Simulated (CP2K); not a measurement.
Consider 2-methylpyrimidine at its PBE geometry (Å).

```xyz
13

C     2.2142   -0.1798    0.1095
C     0.7219   -0.0588    0.0029
N     0.2071    1.1777   -0.1643
C    -1.1310    1.2708   -0.2034
C    -1.9645    0.1600   -0.0852
C    -1.3298   -1.0728    0.0616
N     0.0063   -1.1970    0.1076
H     2.5464   -1.1617   -0.2446
H     2.7097    0.6230   -0.4469
H     2.5123   -0.0884    1.1655
H    -1.5396    2.2763   -0.3349
H    -3.0489    0.2501   -0.1136
H    -1.9041   -1.9993    0.1458
```

Method: CP2K XAS_TDP, all-electron GAPW, PBEh(45%), aug-cc-pVDZ, TDA, GW2X-corrected core level, no relativity.

**Question.** Predict the bright core excitations at the N K edge.

Leading lines: N3 399.67 eV. The leading line of an atom is its first one with 35 % of the strongest within 2.5 eV of its lowest line over the strength cut. Core ionisation energies at this level: N3 405.50 eV.

The first six lines of each atom with a strength over 0.0015:

```
                       atom  energy (eV)  states  strength, one atom  above the computed threshold
N3 (bonded to 2 C), 2 alike       399.67       1              0.0479                              
                                  404.78       1              0.0015                              
                                  405.50       1              0.0018                              
                                  405.87       1              0.0021                           yes
                                  406.21       1              0.0029                           yes
                                  406.30       1              0.0045                           yes
```

Lines are vertical, at one geometry, with no vibrational structure. GW2X ionisation energies and lines can be off by 1 to 2 eV either way, and a good line position may hide errors that cancel. These values hold no scalar relativity, about 0.2 eV for N 1s. Rydberg lines, and the discretised continuum above threshold, depend on the basis and the box.

[Banner, clock and machine lines of the logs are left out without a mark of their own.]

[Logs are printed without paths, hosts, clocks, repeated set-up lines and the standing remarks that a program may print on its own settings, such as how far it seeks lower states.]

[Hosts, paths, dates, database ids (printed as entryN), source tags and the programs' standing remarks are cut or masked in the printed files.]
